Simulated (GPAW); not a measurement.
**Core-hole calculation of the Ga K edge in zinc-blende (GaAs)₁₋ₓ(GaP)ₓ at x = 0.25**

What does the Ga K edge look like in zinc-blende (GaAs)₁₋ₓ(GaP)ₓ at x = 0.25?

Main program and level: GPAW 26.7.0; X-ray absorption from dipole matrix elements to empty bands, plane-wave PAW PBE.

### 1. Set-up

The cell holds 16 atoms: 8 Ga, 6 As and 2 P. Its edges and angles: a = 7.923 Å, b = 7.923 Å, c = 7.923 Å, α = 60.0°, β = 60.0°, γ = 60.0°. 16-atom zinc-blende cell, 2 of 8 As sites taken by P at random, lattice constants typed for the ends and interpolated (Vegard).

### 2. Relaxation

Bond lengths around the absorber set the edge shape, so the atoms are relaxed before any spectrum.

Input file relax.py:

```python
import numpy as np
from ase import Atoms
from ase.parallel import parprint, paropen
from gpaw import GPAW, PW, FermiDirac, Mixer, MixerDif, setup_paths
from ase.optimize import BFGS

atoms = Atoms('GaAsGaAsGaAsGaAsGaPGaAsGaAsGaP',
    cell=[[0, 5.6025, 5.6025],
     [5.6025, 0, 5.6025],
     [5.6025, 5.6025, 0]],
    scaled_positions=[[0.002807, 0.998988, 0.000968],
     [0.125724, 0.122735, 0.128187],
     [0.999016, 0.997094, 0.502003],
     [0.125833, 0.127328, 0.629862],
     [0.998282, 0.501991, 0.997402],
     [0.124845, 0.629281, 0.12481],
     [0.998571, 0.499545, 0.504303],
     [0.125507, 0.624568, 0.622445],
     [0.50055, 0.003506, 0.997085],
     [0.62443, 0.125332, 0.123354],
     [0.500675, 0.002855, 0.502631],
     [0.625739, 0.121776, 0.623734],
     [0.499505, 0.500052, 0.997083],
     [0.625111, 0.622025, 0.124448],
     [0.500611, 0.502427, 0.501156],
     [0.624442, 0.626591, 0.623705]],
    pbc=True)
atoms.calc = GPAW(legacy_gpaw=True, mode=PW(400, force_complex_dtype=True), xc='PBE', setups={},
    kpts={'size': (3, 3, 3), 'gamma': True}, occupations=FermiDirac(0.08),
    charge=0, mixer=Mixer(0.1, 5, 50), maxiter=150,
    convergence={'density': 0.0001, 'eigenstates': 1e-6}, txt='relax.txt')
steps = []
opt = BFGS(atoms, logfile='-')
opt.attach(lambda: steps.append([atoms.get_potential_energy(), float(np.linalg.norm(atoms.get_forces(), axis=1).max())]))
done = opt.run(fmax=0.05, steps=30)
out = dict(done=bool(done), steps=steps, frac=atoms.get_scaled_positions().tolist())
import json
with paropen('out.json', 'w') as f:
    json.dump(out, f)
```

Command:

```console
> OMP_NUM_THREADS=1 mpirun -n 4 gpaw python relax.py
```

Numbers of over 12 decimals in the logs are rounded to 6 here.

Log:

```text
Input parameters:
  convergence: {density: 0.0001,
                eigenstates: 1e-06}
  kpts: {gamma: True,
         size: (3, 3, 3)}
  maxiter: 150
  mixer: {backend: pulay,
          beta: 0.1,
          method: separate,
          nmaxold: 5,
          weight: 50}
  mode: {ecut: 400.0,
         force_complex_dtype: True,
         name: pw}
  occupations: {fixmagmom: False,
                name: fermi-dirac,
[...]
No difference between direct/indirect transitions

Forces in eV/Ang:
[...]
14 Ga   -0.01536   -0.00481   -0.01700
 15 P     0.01436    0.01238   -0.00684
Step     Time          Energy          fmax
BFGS:    0 02:50:14      -67.006556        1.282559
BFGS:    1 02:50:33      -67.083744        0.946639
BFGS:    2 02:50:53      -67.185532        0.124797
BFGS:    3 02:51:04      -67.186874        0.115107
BFGS:    4 02:51:19      -67.189109        0.037308
[key lines of the parts left out:]
Converged after 8 iterations.
Dipole moment: (-26.798306, -24.580898, -24.646737) |e|*Ang
Free energy:    -67.189109
Fermi level: 5.44063
```

It took 1.7 min on 4 MPI ranks of Intel Xeon Platinum 8375C at 2.90GHz (Ice Lake), shared host; peak memory 0.32 GiB; 6.6 min of CPU time.

In 4 steps the energy fell by 182 meV (energies extrapolated to zero smearing) and the largest force to 0.037 eV/Å. Atom 11 (Ga; the text counts from 1, the script from 0) is among those that moved most, by 0.08 Å.

### 3. The field without a hole

The ground state comes first: it tells whether the system has a gap, which decides how the excited electron is treated.

Input file scf.py:

```python
import numpy as np
from ase import Atoms
from ase.parallel import parprint, paropen
from gpaw import GPAW, PW, FermiDirac, Mixer, MixerDif, setup_paths
from gpaw.test import gen
setup_paths.insert(0, '.')
gen('Ga', name='nch1s', xcname='PBE', corehole=(1, 0, 0), write_xml=True)
from gpaw.mpi import world
world.barrier()

atoms = Atoms('GaAsGaAsGaAsGaAsGaPGaAsGaAsGaP',
    cell=[[0, 5.6025, 5.6025],
     [5.6025, 0, 5.6025],
     [5.6025, 5.6025, 0]],
    scaled_positions=[[0.9932253, 0.0026072, 0.004446],
     [0.1256799, 0.1254073, 0.1266144],
     [0.0008845, 0.9995674, 0.5021938],
     [0.1252391, 0.1253798, 0.6270232],
     [0.9991811, 0.5010059, 0.0000094],
     [0.1245451, 0.625313, 0.1256031],
     [0.992256, 0.5024491, 0.5027768],
     [0.1263896, 0.6241538, 0.62453],
     [0.5032027, 0.0018535, 0.0018317],
     [0.6252129, 0.1251708, 0.1246443],
     [0.5043836, 0.9974881, 0.4946344],
     [0.6255041, 0.1256797, 0.6245898],
     [0.5036515, 0.495327, 0.9945849],
     [0.6240151, 0.6247517, 0.1241175],
     [0.5039368, 0.5029197, 0.5012176],
     [0.6243675, 0.6270355, 0.6243719]],
    pbc=True)
atoms.calc = calc = GPAW(legacy_gpaw=True, mode=PW(400, force_complex_dtype=True), xc='PBE', setups={0: 'nch1s'},
    kpts={'size': (3, 3, 3), 'gamma': True}, occupations=FermiDirac(0.05),
    charge=0, mixer=Mixer(0.1, 5, 50), maxiter=150,
    convergence={'density': 0.0001, 'eigenstates': 1e-6}, txt='scf.txt')
energy = atoms.get_potential_energy() + calc.get_reference_energy()
ef = calc.get_fermi_level()
out = dict(energy=energy, fermi=ef, forces=atoms.get_forces().tolist())
parprint(f'all-electron energy {energy:.4f} eV, Fermi level {ef:.4f} eV')
ev = np.array([[calc.get_eigenvalues(k, s) for k in range(len(calc.get_ibz_k_points()))] for s in range(calc.get_number_of_spins())])
out['homo'], out['lumo'], out['counts'] = ev[ev < ef].max(), ev[ev > ef].min(), sorted(set((ev < ef).sum((0, 2)).tolist()))
out['filled'] = (ev[:, 0] < ef).sum(1).tolist()
import json
with paropen('out.json', 'w') as f:
    json.dump(out, f)
```

Command:

```console
> OMP_NUM_THREADS=1 mpirun -n 4 gpaw python scf.py
```

Log:

```text
Input parameters:
  convergence: {density: 0.0001,
                eigenstates: 1e-06}
  kpts: {gamma: True,
         size: (3, 3, 3)}
  maxiter: 150
  mixer: {backend: pulay,
          beta: 0.1,
          method: separate,
          nmaxold: 5,
          weight: 50}
  mode: {ecut: 400.0,
         force_complex_dtype: True,
         name: pw}
  occupations: {fixmagmom: False,
                name: fermi-dirac,
                width: 0.05}
  setups: {0: nch1s}
  xc: PBE

Initialize ...

[... PAW data sets ...]

Reference energy: -810701.041888  # eV

Spin-paired calculation

[... convergence settings ...]
Symmetries present (total): 1
  [... symmetry matrices ...]

27 k-points: 3 x 3 x 3 Monkhorst-Pack grid
14 k-points in the irreducible part of the Brillouin zone
       k-points in crystal coordinates                weights
   0:     0.00000000    0.00000000    0.00000000          1/27
   1:     0.00000000    0.00000000    0.33333333          2/27
   2:     0.00000000    0.33333333   -0.33333333          2/27
   3:     0.00000000    0.33333333    0.00000000          2/27
   4:     0.00000000    0.33333333    0.33333333          2/27
   5:     0.33333333   -0.33333333   -0.33333333          2/27
   6:     0.33333333   -0.33333333    0.00000000          2/27
   7:     0.33333333   -0.33333333    0.33333333          2/27
   8:     0.33333333    0.00000000   -0.33333333          2/27
   9:     0.33333333    0.00000000    0.00000000          2/27
          ...
  13:     0.33333333    0.33333333    0.33333333          2/27

Wave functions: Plane wave expansion
  Cutoff energy: 400.000 eV
  Number of coefficients (min, max): 6374, 6405
  Pulay-stress correction: 0.000000 eV/Ang^3 (de/decut=0.000000)
  Using FFTW library
  Wavefunction extrapolation:
    Improved wavefunction reuse through dual PAW basis

Occupation numbers: Fermi-Dirac:
  width: 0.0500  # eV

Eigensolver
   Davidson(niter=2)

Densities:
  Coarse grid: 40*40*40 grid
  Fine grid: 80*80*80 grid
  Total Charge: 0.000000

Density mixing:
  Method: separate
  Backend: pulay
  Linear mixing parameter: 0.1
  old densities: 5
  Width of damping distribution: 1.1
  Damping of long wavelength oscillations: 50

[... Hamiltonian set-up ...]
Number of atoms: 16
Number of atomic orbitals: 64
Number of bands in calculation: 43
Number of valence electrons: 64
Bands to converge: occupied

... initialized

Initializing position-dependent things.

Density initialized from atomic densities
Creating initial wave functions:
  43 bands from LCAO basis set

                         Ga

                 Ga         P Ga
                                Ga
                   As
          Ga           Ga
                     As
                            Ga
            P             As

        Ga       As
                   As

          As

Atomic positions and initial magnetic moments

Positions:
   0 Ga     0.039516    5.589453    5.579152    ( 0.0000,  0.0000,  0.0000)
   1 As     1.411952    1.413479    1.406716    ( 0.0000,  0.0000,  0.0000)
   2 Ga     8.413617    2.818496    5.605032    ( 0.0000,  0.0000,  0.0000)
   3 As     4.215338    4.214550    1.404092    ( 0.0000,  0.0000,  0.0000)
   4 Ga     2.806938    5.597965    8.404798    ( 0.0000,  0.0000,  0.0000)
   5 As     4.207007    1.401455    4.201080    ( 0.0000,  0.0000,  0.0000)
   6 Ga     5.631778    8.375921    8.374085    ( 0.0000,  0.0000,  0.0000)
[...]
13 As     4.195540    4.191413    6.996216    ( 0.0000,  0.0000,  0.0000)
  14 Ga     5.625679    5.631378    5.640914    ( 0.0000,  0.0000,  0.0000)
  15 P      7.011010    6.996062    7.010985    ( 0.0000,  0.0000,  0.0000)

Unit cell:
           periodic     x           y           z      points  spacing
  1. axis:    yes    0.000000    5.602500    5.602500    40     0.1617
  2. axis:    yes    5.602500    0.000000    5.602500    40     0.1617
  3. axis:    yes    5.602500    5.602500    0.000000    40     0.1617

  Lengths:   7.923131   7.923131   7.923131
  Angles:   60.000000  60.000000  60.000000

Effective grid spacing dv^(1/3) = 0.1765

iter:   1   -68.065363
iter:   2   -67.750412   -2.01  -0.84
iter:   3   -67.259019   -1.58  -0.90
iter:   4   -67.217800   -3.03  -1.36
iter:   5   -67.216379   -2.45  -1.46
iter:   6   -67.210959c  -2.84  -2.04
iter:   7   -67.193039c  -4.00  -1.94
iter:   8   -67.188516c  -3.94  -2.24
iter:   9   -67.189892c  -4.61  -2.68
iter:  10   -67.188818c  -4.06  -2.53
iter:  11   -67.188354c  -5.55  -2.78
iter:  12   -67.188252c  -5.60  -3.09
iter:  13   -67.188254c  -7.03c -3.75
iter:  14   -67.188255c  -8.00c -3.84
iter:  15   -67.188257c  -7.92c -3.92
iter:  16   -67.188258c  -8.68c -4.06c

Converged after 16 iterations.

Dipole moment: (-26.797183, -24.580080, -24.646275) |e|*Ang

Energy contributions relative to reference atoms: (reference = -810701.041888)

Kinetic:       +211.532812
Potential:     -186.460402
External:        +0.000000
XC:             -92.389715
Entropy (-ST):   -0.000026
Local:           +0.129061
SIC:             +0.000000
--------------------------
Free energy:    -67.188271
Extrapolated:   -67.188258

Showing only first 2 kpts
 Kpt  Band  Eigenvalues  Occupancy
  0    30      4.97219    1.99977
  0    31      4.99130    1.99966
  0    32      5.81989    0.00075
  0    33      6.10636    0.00000

  1    30      4.58140    2.00000
  1    31      4.59176    2.00000
  1    32      6.35650    0.00000
  1    33      6.75040    0.00000

Fermi level: 5.42547

Gap: 0.829 eV
Transition (v -> c):
  (s=0, k=0, n=31, [0.00, 0.00, 0.00]) -> (s=0, k=0, n=32, [0.00, 0.00, 0.00])
No difference between direct/indirect transitions

Forces in eV/Ang:
  0 Ga   -0.02258   -0.00457    0.00414
  1 As   -0.03068   -0.01451   -0.00831
  2 Ga    0.00263   -0.02029   -0.01023
  3 As    0.00073    0.01762    0.01729
  4 Ga    0.00372    0.00574    0.00139
  5 As    0.00250    0.00967    0.02052
  6 Ga   -0.00974    0.00348    0.01165
[...]
13 As    0.01060   -0.00451    0.00045
 14 Ga   -0.01488   -0.00515   -0.01609
 15 P     0.01053    0.01166   -0.00664
Scalar-relativistic atomic PBE calculation for Ga (Gallium, Z=31)
Core hole in 1s state (1s occupation: 2.0)
600 radial gridpoints.
|------------------------------------------------|
|------------------------------------------------|
[... the atom generator's iteration count ...]

Energy contributions:
-------------------------
Kinetic:    +1975.818718
XC:           -75.460039
Potential:  -3843.834555
-------------------------
Total:      -1943.475875

state      eigenvalue         ekin         rmax
-----------------------------------------------
1s^2.0 :  -375.738345   483.145156        0.032
2s^2.0 :   -46.372143    92.242833        0.182
2p^6.0 :   -40.383279    89.841965        0.146
3s^2.0 :    -5.441135    20.702678        0.565
3p^6.0 :    -3.633356    18.380252        0.567
3d^10.0:    -0.703962    12.956549        0.533
4s^2.0 :    -0.328732     1.921093        1.895
4p^1.0 :    -0.094810     0.896399        2.539
-----------------------------------------------
(units: Bohr and Hartree)

Generating PAW setup
Kinetic energy of the core from tauc = 1991.443120
Cutoffs:
rc(s)=2.200
rc(p)=2.200
rc(d)=2.200
rc(vbar)=1.980
rc(comp)=2.200
rc(nct)=2.200

Kinetic energy of the core states: 1971.080133
Charge: 0.0
Core electrons: 28.0
Valence electrons: 3.0
Pseudo-core charge: 1.922205
Shape function alpha=2.066
Pseudo-electron charge 5.203998
state    eigenvalue         norm
--------------------------------
4s(2) :    -0.328732     1.135119
*s    :     0.671268
4p(1) :    -0.094810     1.011555
*p    :     0.905190
*d    :     0.000000
--------------------------------

Diagonalizing with gridspacing h=0.050

state   all-electron     PAW
-------------------------------
4s:      -0.328732    -0.328886
4p:      -0.094810    -0.094897
*d:                    0.028969
*f:                    0.063419
-------------------------------
all-electron energy -810768.2301 eV, Fermi level 5.4255 eV
```

Elapsed: 36 s, on 4 MPI ranks; peak memory 0.33 GiB; 2.4 min of CPU time.

The mesh shows a gap of 0.83 eV. The excited electron is kept all the same, so that all members of the series, with or without a gap, are treated alike.

### 4. Cell without a hole, the energy reference

The photon energy needs a difference of total energies, so the cell and mesh of the coming hole run are first run without a hole.

scf.py, as its differences from that of step 3:

```diff
@@ -32,3 +32,3 @@
 atoms.calc = calc = GPAW(legacy_gpaw=True, mode=PW(400, force_complex_dtype=True), xc='PBE', setups={0: 'nch1s'},
-    kpts={'size': (3, 3, 3), 'gamma': True}, occupations=FermiDirac(0.05),
+    kpts={'size': (3, 3, 3), 'gamma': True}, occupations=FermiDirac(0.02),
     charge=0, mixer=Mixer(0.1, 5, 50), maxiter=150,
```

Log:

```text
Input parameters:
  convergence: {density: 0.0001,
                eigenstates: 1e-06}
  kpts: {gamma: True,
         size: (3, 3, 3)}
  maxiter: 150
  mixer: {backend: pulay,
          beta: 0.1,
          method: separate,
          nmaxold: 5,
          weight: 50}
  mode: {ecut: 400.0,
         force_complex_dtype: True,
         name: pw}
  occupations: {fixmagmom: False,
                name: fermi-dirac,
[...]
4s(2) :    -0.328732     1.135119
*s    :     0.671268
4p(1) :    -0.094810     1.011555
*p    :     0.905190
*d    :     0.000000
--------------------------------

Diagonalizing with gridspacing h=0.050

state   all-electron     PAW
-------------------------------
4s:      -0.328732    -0.328886
4p:      -0.094810    -0.094897
*d:                    0.028969
*f:                    0.063419
-------------------------------
all-electron energy -810768.2302 eV, Fermi level 5.4116 eV
[key lines of the parts left out:]
Converged after 16 iterations.
Dipole moment: (-26.797175, -24.580065, -24.646261) |e|*Ang
Free energy:    -67.188269
Fermi level: 5.41162
```

The job ended after 38 s (4 MPI ranks; peak memory 0.33 GiB; 2.5 min of CPU time).

Reference energy: -810768.230 eV with the cores included.

(Part 1 of 2 ends here.)

[Banner, clock and machine lines of the logs are left out without a mark of their own.]

[Logs are printed without paths, hosts, clocks, repeated set-up lines and the standing remarks that a program may print on its own settings, such as how far it seeks lower states.]

[Hosts, paths, dates, database ids (printed as entryN), source tags and the programs' standing remarks are cut or masked in the printed files.]

[Lists of maxima count a maximum above −3 eV only where it reaches 4 % of the highest in the window and stands out from its surroundings by 2 % of it (1.5 % where it reaches 55 %); shoulders and weaker maxima are passed over, and of the rest the first, up to two pre-edge ones and the few strongest are named.]
